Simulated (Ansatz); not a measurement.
In doubt: one-shot GW on d or f shells is unsure, so the values of those runs are not to be relied on.

Two G0W0 runs on Cs2InAgBr6 (Fm-3m).

The structure is cubic, space group Fm-3m (No. 225). The conventional cell has a = 11.000 Å, b = 11.000 Å, c = 11.000 Å, α = 90.00°, β = 90.00°, γ = 90.00°. Nearest to Cs lie 12 Br at 3.89 Å. Nearest to In lie 6 Br at 2.69 Å. Nearest to Ag lie 6 Br at 2.81 Å. Br has 1 In at 2.69 Å and 1 Ag at 2.81 Å and 4 Cs at 3.89 Å nearest. Farther neighbours and most contacts between anions are not listed.

```xyz
10
Lattice="0.0000 5.5000 5.5000 5.5000 0.0000 5.5000 5.5000 5.5000 0.0000" Properties=species:S:1:pos:R:3 pbc="T T T"
Cs    8.2500    8.2500    8.2500
Cs    2.7500    2.7500    2.7500
In    0.0000    0.0000    0.0000
Ag    5.5000    5.5000    5.5000
Br    2.6923    5.5000    5.5000
Br    5.5000    5.5000    2.6923
Br    8.3077    5.5000    5.5000
Br    5.5000    2.6923    5.5000
Br    5.5000    8.3077    5.5000
Br    5.5000    5.5000    8.3077
```

Geometry: measured lattice cell, ions relaxed with r2SCAN; the structure entry is the Materials Project's. The runs that relaxed it are not among those shown. Spin-orbit coupling is left out unless a run names it. PAW set soft_2, made with PBE.

The first (Ansatz 0.2.0; start r2SCAN, 2×2×2 mesh, 461 empty bands, screening to 72 eV; 1 × NVIDIA H100 80GB HBM3 (shared by 6 runs) with 3 threads of AMD EPYC 7R13 (Zen 3), shared host) gave, on its mesh: starting gap 0.71 eV, G0W0 gap 1.54 eV, RPA ε∞ (mean) 4.75, 16 s.

Q: The second changes files from default PAW to hard PAW. What does it give?

It gave: starting gap 0.71 eV, G0W0 gap 1.55 eV, RPA ε∞ (mean) 4.74, 26 s. The G0W0 gap moves by +0.01 eV, +0.004 eV from the start and +0.01 eV from the correction. Σc changes by +0.004 eV at the valence top and +0.002 eV at the conduction bottom, and Σx − Vxc between them by +0.01 eV.

Limits: not at the basis limit; d shell near the gap, gap tends to lie low; no spin-orbit coupling; coarse k mesh.

[Paths, hosts, dates, memory and timing lines, banners, echoed tables and standing remarks are left out of the program output.]

[Logs are printed without paths, hosts, clocks, repeated set-up lines and the standing remarks that a program may print on its own settings, such as how far it seeks lower states.]

[Runs of the session that timed out or met a known fault of the program may be left out.]

[Cells called generated may have been cut or substituted from an entry of the Crystallography Open Database or the Materials Project.]

[Hosts, paths, dates, database ids (printed as entryN), source tags and the programs' standing remarks are cut or masked in the printed files.]
